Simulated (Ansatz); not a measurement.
# How fast states decay through Cs2BeH4, part 2 of 2

Aim: relax a made-up compound, Cs2BeH4, and see how good a tunnel barrier it would be. It is built by putting Be for Ca in the Cs2CaH4 structure of space group I4/mmm, with the volume rescaled by atomic radii. The parent structure comes from the Materials Project.

Ansatz 0.2.0; PBE DFT, plane waves, PAW files (the session's first sound run).

So far. Step 2 (Cell and atoms at rest): The largest force component on a free atom ends at 0.0020 eV/Å. Step 3 (Band edges): The searched edges give 1.79 eV, under the 1.87 eV of the mesh, which misses an edge.

The structure was built from a prototype and need not be the compound's stable phase.

### 4. Decaying states in the gap

This step: PBE DFT, plane waves, PAW files; complex bands by layer matching along the plane's normal (Ansatz 0.2.0).

The same crystal is laid in a cell whose first two vectors span the (001) plane (indices of the standard conventional cell, whose axes can be ordered otherwise than in the bulk input). At fixed energy and wavevector in the plane the solver finds all kz, real and complex. A few wavevectors are listed, (0, 0), (0.1771, 0.1771) and (0.5, 0) in units of the plane's reciprocal vectors; the slowest state needn't be among them.

input.yaml reads:

```yaml
crystal:
  lattice:
    - [4.069615351, 0.0, 0.0]
    - [0.0, 4.069615351, 0.0]
    - [2.034807676, 2.034807676, 7.491307633]
  atoms:
    - { symbol: Cs, position: [0.3660260077, 0.3660260077, 0.2679479846] }
    - { symbol: Cs, position: [0.6339739923, 0.6339739923, 0.7320520154] }
    - { symbol: Be, position: [0.0, 0.0, 0.0] }
    - { symbol: H, position: [0.0993385282, 0.0993385282, 0.8013229436] }
    - { symbol: H, position: [0.9006614718, 0.9006614718, 0.1986770564] }
    - { symbol: H, position: [0.5, 0.0, 0.0] }
    - { symbol: H, position: [0.0, 0.5, 0.0] }
kpoints:
  mp_grid: { grid: [6, 6, 6] }
scf:
  occupations: { method: fixed }
hamiltonian:
  xc: pbe
output:
  eigenvalues: true
  transmission:
    leads: [[0, 0]]
    kpoints: [[0.0, 0.0], [0.1771, 0.1771], [0.5, 0.0]]
    e_range: [-1.0, 2.79]
    de: 0.09
```

Run with:

```sh
> ansatz run input.yaml --threads 2 --pin off --max-ram 4096MiB --backend cpu --events-out ev --progress --plain --runs-dir out
```

Numbers of over 12 decimals in the logs are rounded to 6 here.

Output:

```text
[...]
Crystal: 7 atoms, lattice volume = 124.069 Å³
Basis set: ecut = 420 eV, 2437 PW (Γ)
Bands: 19, of which v1, the nominal top of the filled ones, is band 12 counted from 1 (11 counted from 0)
Symmetry: 16 space group operations
[...]
k-points: 30 of 216
[...]
SCF iter   1: F=—  HF=-11498.042757 eV  |F-HF|=—  |Δ(HF+E_count)|=         —  Δρ=1.36e-3  dr2=4.98e-3  ethr=1.77e-3  ⟨swp⟩=5.4  Hψ=2659  notcnv=0  defer=137
[...]
SCF iter   6: F=-11498.040973 eV  HF=-11498.040973 eV  |F-HF|=2.50e-8  |Δ(HF+E_count)|=   1.00e-6  Δρ=2.59e-6  dr2=1.80e-8  ethr=4.17e-10  ⟨swp⟩=9.0  Hψ=3156  notcnv=0
SCF 1 converged in 6 iterations: F = -11498.040973 eV  dr2 = 1.80e-8
[...]
transmission: 10 of 30 steps passed
transmission: 20 of 30 steps passed
transmission: 30 of 30 steps passed
SCF converged after 6 iterations
Free energy (F): -11498.040973 eV
[...]
Internal energy: -11498.040973 eV  (E = F + TS)
E sigma→0 (E₀):  -11498.040973 eV
Fermi energy:    4.850861 eV
[...]
--- Band table (eV; the first three rows and the last of 30) ---
  k-point 0: bands = [... 8 lower, -0.2039, 1.6759, 4.4282, 4.8509, 7.2170, 8.0530, 8.3657, 8.3657, ... 3 higher]
  k-point 1: bands = [... 8 lower, -0.1279, 1.6441, 4.4223, 4.7584, 7.2994, 8.1590, 8.3249, 8.3249, ... 3 higher]
  k-point 2: bands = [... 8 lower, 0.0266, 1.5753, 4.4104, 4.5825, 7.4713, 8.2486, 8.2486, 8.4621, ... 3 higher]
  k-point 29: bands = [... 8 lower, 0.9168, 1.6235, 2.5888, 2.6504, 8.0701, 8.3225, 8.6648, 8.7025, ... 3 higher]
--- Transmission ---
  basis      : 145 plane waves across, 10 finite elements along
  points     : 3, as listed
  energies   : 43 from -1.000000 to 2.780000 eV about the Fermi level, 0.090000 eV apart; the leads are filled to 0.897909 eV, and channels, transmission and decay are at 0.890000 eV
  crystal 0  : Cs2H4Be1, at the sites [0, 0], period 7.4913 Å: whole cells are its period
    offset         : up to 0.0000 Å between an atom of the period and one for which it stands
    channels       : 0.000000e0 a spin
    conductance    : none, the energies end too early or step too widely for 300 K: set another output.transmission.e_range or a lower de, or, where they end at an eighth of basis.ecutwfc, a higher one
    slowest decay  : 0.2993 /Å at (0.0000, 0.0000)
```

It took 11 s on 2 threads of Arm Neoverse V2, shared host; peak memory 0.48 GiB; 21 s of CPU time.

Numbers from this step:

| Item | Value |
| --- | --- |
| free energy | -11498.0410 eV |
| gap on the k-mesh | 1.796 eV |
| level to which the leads are filled | 0.8979 eV from the Fermi level |
| decay constant at the filling level, zone centre | 0.2994 Å⁻¹ |
| decay constant at the filling level, slowest listed point | 0.2993 Å⁻¹ |

K parallel (0, 0); values up to 1.5 1/Å, a degenerate pair printed once or twice; energies at which all values exceed this have no row. Im kz of the slowest decaying states against energy, zero at the highest filled level on the SCF mesh:

| energy (eV) | decay 1 (Å⁻¹) | decay 2 (Å⁻¹) | decay 3 (Å⁻¹) | decay 4 (Å⁻¹) |
| --- | --- | --- | --- | --- |
| -1.00 | 0.311 | 0.507 | 0.674 | 0.846 |
| -0.82 | 0.274 | 0.504 | 0.603 | 0.836 |
| -0.64 | 0.225 | 0.498 | 0.500 | 0.825 |
| -0.46 | 0.145 | 0.185 | 0.495 | 0.814 |
| -0.28 | 0.418 | 0.489 | 0.802 | 1.46 |
| -0.10 | 0.481 | 0.499 | 0.789 | 1.44 |
| -0.01 | 0.477 | 0.519 | 0.783 | 1.44 |
| 0.17 | 0.166 | 0.468 | 0.543 | 0.769 |
| 0.35 | 0.221 | 0.457 | 0.554 | 0.755 |
| 0.53 | 0.256 | 0.445 | 0.557 | 0.740 |
| 0.71 | 0.281 | 0.431 | 0.554 | 0.724 |
| 0.89 | 0.299 | 0.416 | 0.547 | 0.707 |
| 1.07 | 0.313 | 0.398 | 0.537 | 0.690 |
| 1.25 | 0.325 | 0.377 | 0.523 | 0.671 |
| 1.43 | 0.338 | 0.349 | 0.507 | 0.651 |
| 1.61 | 0.333 | 0.488 | 0.629 | 1.29 |
| 1.88 | 0.284 | 0.333 | 0.453 | 0.594 |
| 2.06 | 0.234 | 0.335 | 0.427 | 0.568 |
| 2.24 | 0.158 | 0.334 | 0.396 | 0.539 |
| 2.42 | 0.332 | 0.361 | 0.507 | 1.20 |
| 2.60 | 0.320 | 0.327 | 0.470 | 1.18 |
| 2.78 | 0.113 | 0.271 | 0.321 | 0.426 |

K parallel (0.1771, 0.1771); values up to 1.5 1/Å, a degenerate pair printed once or twice; energies at which all values exceed this have no row. Im kz of the slowest decaying states against energy, zero at the highest filled level on the SCF mesh:

| energy (eV) | decay 1 (Å⁻¹) | decay 2 (Å⁻¹) | decay 3 (Å⁻¹) | decay 4 (Å⁻¹) |
| --- | --- | --- | --- | --- |
| -1.00 | 0.291 | 0.340 | 0.466 | 1.01 |
| -0.73 | 0.188 | 0.456 | 0.510 | 1.000 |
| -0.46 | 0.442 | 0.579 | 0.985 | 0.999 |
| -0.19 | 0.179 | 0.423 | 0.621 | 0.969 |
| -0.01 | 0.250 | 0.409 | 0.642 | 0.950 |
| 0.08 | 0.273 | 0.400 | 0.651 | 0.935 |
| 0.35 | 0.329 | 0.367 | 0.672 | 0.890 |
| 0.62 | 0.348 | 0.687 | 0.845 | 0.894 |
| 0.89 | 0.341 | 0.696 | 0.798 | 0.864 |
| 1.16 | 0.281 | 0.370 | 0.700 | 0.752 |
| 1.43 | 0.216 | 0.384 | 0.698 | 0.706 |
| 1.70 | 0.112 | 0.393 | 0.658 | 0.691 |
| 1.97 | 0.399 | 0.610 | 0.679 | 0.731 |
| 2.24 | 0.406 | 0.559 | 0.663 | 0.691 |
| 2.51 | 0.413 | 0.504 | 0.641 | 0.646 |
| 2.78 | 0.0616 | 0.427 | 0.443 | 0.592 |

K parallel (0.5, 0); values up to 1.5 1/Å, a degenerate pair printed once or twice; energies at which all values exceed this have no row. Table of Im kz of the slowest decaying states by energy, zero at the highest filled level on the SCF mesh:

| energy (eV) | decay 1 (Å⁻¹) | decay 2 (Å⁻¹) | decay 3 (Å⁻¹) | decay 4 (Å⁻¹) |
| --- | --- | --- | --- | --- |
| -1.00 | 0.412 | 0.799 | 1.03 | - |
| -0.73 | 0.386 | 0.791 | 1.01 | - |
| -0.46 | 0.339 | 0.779 | 0.984 | - |
| -0.19 | 0.162 | 0.764 | 0.960 | - |
| -0.01 | 0.285 | 0.753 | 0.943 | - |
| 0.08 | 0.312 | 0.747 | 0.934 | - |
| 0.35 | 0.348 | 0.729 | 0.908 | - |
| 0.62 | 0.359 | 0.710 | 0.880 | - |
| 0.89 | 0.357 | 0.690 | 0.850 | - |
| 1.16 | 0.345 | 0.671 | 0.819 | - |
| 1.43 | 0.324 | 0.652 | 0.786 | - |
| 1.70 | 0.291 | 0.632 | 0.750 | - |
| 1.97 | 0.246 | 0.612 | 0.712 | - |
| 2.24 | 0.178 | 0.592 | 0.670 | 1.49 |
| 2.51 | 0.570 | 0.623 | 1.47 | - |
| 2.78 | 0.545 | 0.568 | 1.44 | - |

At the listed wavevectors the last open channel is at -0.01 eV and the next at +1.88 eV on the grid. At +0.89 eV, the grid energy nearest the filling level (the middle of the gap on the SCF mesh), the slowest state at the listed wavevectors decays with κ = 0.299 Å⁻¹, its amplitude falling by e over 3.3 Å. Through 1 nm of this crystal that state's transmission falls by exp(−2 × 0.299 Å⁻¹ × 10 Å) = 0.0025.

### 5. What came out

```yaml
band_gap: 1.79 eV
least_decay_constant_at_mid_gap_normal_to_001: 0.299 Å⁻¹
```

With PBE, the slowest decay at the wavevectors tried is κ = 0.299 Å⁻¹, normal to (001). Through such a film the transmission near mid-gap falls as exp(−2κd), a factor of ten every 3.8 Å. A free electron under a barrier of half the gap would need a mass of 0.38 mₑ to decay at this rate. The compound is made up by substitution; its stability against other phases and against distortions of the cell's symmetry was not tested. A semilocal functional narrows gaps, so real decay constants are likely larger.

[Logs are printed without paths, hosts, clocks, repeated set-up lines and the standing remarks that a program may print on its own settings, such as how far it seeks lower states.]

[Hosts, paths, dates, database ids (printed as entryN), source tags and the programs' standing remarks are cut or masked in the printed files.]
